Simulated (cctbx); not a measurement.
**From intensities to atoms**

Cell a = 8.0150 Å, b = 8.0150 Å, c = 4.6390 Å, α = 90.00°, β = 90.00°, γ = 90.00°; space group I4/mmm (no. 139); content Ag2 Fe24.

The data are simulated with cctbx, not measured: Cu Kα, λ = 1.54184 Å, to d = 0.8 Å, 50 % of the full sphere, strongest reflection 5000 counts, noise from counting, a 2 % proportional error and a noise floor of 4 counts (s.d.); no absorption.

Charge flipping in P1 on plain amplitudes to 0.8 Å, δ = 1.1 σ, 20 % of the reflections treated as weak, 300 cycles:

```text
cycle      R  skewness
    0  0.566     0.32
   25  0.271     3.16
   50  0.290     2.67
   75  0.286     2.67
  100  0.275     2.61
  125  0.286     2.61
  150  0.270     2.63
  175  0.269     2.60
  200  0.292     2.58
  225  0.324     2.48
  250  0.298     2.44
  275  0.309     2.54
origin shift          correlation  skewness
 0.125  0.369  0.426      0.870      1.25
 0.438  0.073  0.416      0.886      2.29
 0.184  0.319  0.416      0.856      1.53
 0.088  0.341  0.306      0.879      0.81
taken: symmetry correlation 0.886, skewness 2.29
peak      x       y       z  mult  height/sigma
Q1    0.0000  0.2231  0.5000    8      7.4
Q2    0.0000  0.3180  0.0000    8      7.3
Q3    0.0000  0.0000  0.0000    2      6.1
Q4    0.2500  0.2500  0.2500    8      5.4
Q5    0.0000  0.5000  0.1318    8      1.8
Q6    0.1817  0.2630  0.0000   16      1.7
Q7    0.0794  0.0794  0.5000    8      1.7
Q8    0.1759  0.1759  0.5000    8      1.5
Q9    0.0747  0.1883  0.0000   16      0.9
```

The origin is taken among those within 0.04 of the best correlation, by the skewness of the map.

It took 0.36 s on 1 thread of Arm Neoverse V2 (shared host), peak memory 0.08 GiB.

Q: Assign the peaks.

Heights follow Z only loosely here, so the multiplicities, which must add up to the content, decide. First model: Q1 = Fe1 (8 in the cell, height 7.4), Q2 = Fe2 (8 in the cell, height 7.3), Q3 = Ag1 (2 in the cell, height 6.1) and Q4 = Fe3 (8 in the cell, height 5.4). Against the true structure, Q1 is Fe, Q2 is Fe, Q3 is Ag and Q4 is Fe; the other peaks are not atoms.

Least squares on F², isotropic:

```text
Rint 0.037, 109 unique reflections to 0.80 A
cycle     R1     wR2    GooF  max shift (A)
   1  0.3993  0.7151  24.048   0.30073
   3  0.0335  0.0703   2.365   0.00000
final R1 0.0335 wR2 0.0703 GooF 2.365  parameters 6  data/parameter 18.2
atom        x        y        z      Ueq    occ   su(xyz)  su(Uiso or U11)
Fe1    0.00000  0.23924  0.50000   0.0103  1.000  0.00029  0.0006
Fe2    0.00000  0.35502  0.00000   0.0097  1.000  0.00029  0.0006
Ag1    0.00000  0.00000  0.00000   0.0080  1.000  0.00000  0.0005
Fe3    0.25000  0.25000  0.25000   0.0073  1.000  0.00000  0.0006
difference map: max 2.02 min -1.99 rms 0.35
Q1    0.2234  0.2234  0.1543   16    2.15  0.54 A from Fe3
Q2    0.0000  0.2808  0.0000    8    2.02  0.59 A from Fe2
Q3    0.0000  0.4131  0.0000    8    1.65  0.47 A from Fe2
Q4    0.0000  0.2358  0.3905   16    1.14  0.51 A from Fe1
Q5    0.0000  0.1435  0.0000    8    0.90  1.15 A from Ag1
```

Anisotropic refinement:

```text
Rint 0.037, 109 unique reflections to 0.80 A
cycle     R1     wR2    GooF  max shift (A)
   1  0.0335  0.0703   2.463   0.00048
   2  0.0132  0.0260   0.911   0.00000
final R1 0.0132 wR2 0.0260 GooF 0.911  parameters 14  data/parameter 7.8
atom        x        y        z      Ueq    occ   su(xyz)  su(Uiso or U11)
Fe1    0.00000  0.23930  0.50000   0.0101  1.000  0.00011  0.0005
Fe2    0.00000  0.35499  0.00000   0.0098  1.000  0.00012  0.0005
Ag1    0.00000  0.00000  0.00000   0.0082  1.000  0.00000  0.0003
Fe3    0.25000  0.25000  0.25000   0.0076  1.000  0.00000  0.0003
difference map: max 0.81 min -0.80 rms 0.17
Q1    0.0725  0.0725  0.5000    8    0.82  1.46 A from Fe1
Q2    0.0000  0.0000  0.0000    2    0.81  0.00 A from Ag1
Q3    0.0000  0.1189  0.0000    8    0.70  0.95 A from Ag1
Q4    0.0000  0.5000  0.0000    4    0.55  1.16 A from Fe2
Q5    0.0000  0.2434  0.0000    8    0.49  0.89 A from Fe2
Q6    0.0640  0.4125  0.3761   32    0.48  1.12 A from Fe2
```

**Reading.** The refinement ends at R1 = 0.0132, wR2 = 0.0260, GooF = 0.91, with difference density between -0.80 and 0.81 e/Å³. Every site matches the true model in element, within 0.001 Å r.m.s., up to an allowed shift of origin.

True model:

| atom | mult. | x | y | z | Ueq (Å²) |
| --- | --- | --- | --- | --- | --- |
| Ag1 | 2 | 0 | 0 | 0 | 0.0083 |
| Fe1 | 8 | 0.7394 | 1/2 | 0 | 0.0104 |
| Fe2 | 8 | 0.1449 | 1/2 | 1/2 | 0.0099 |
| Fe3 | 8 | 1/4 | 3/4 | 3/4 | 0.0078 |

This is a model crystal, built by substitution and not relaxed, with assumed displacement parameters.

[Middle refinement cycles are left out of these outputs.]

[Logs are printed without paths, hosts, clocks, repeated set-up lines and the standing remarks that a program may print on its own settings, such as how far it seeks lower states.]
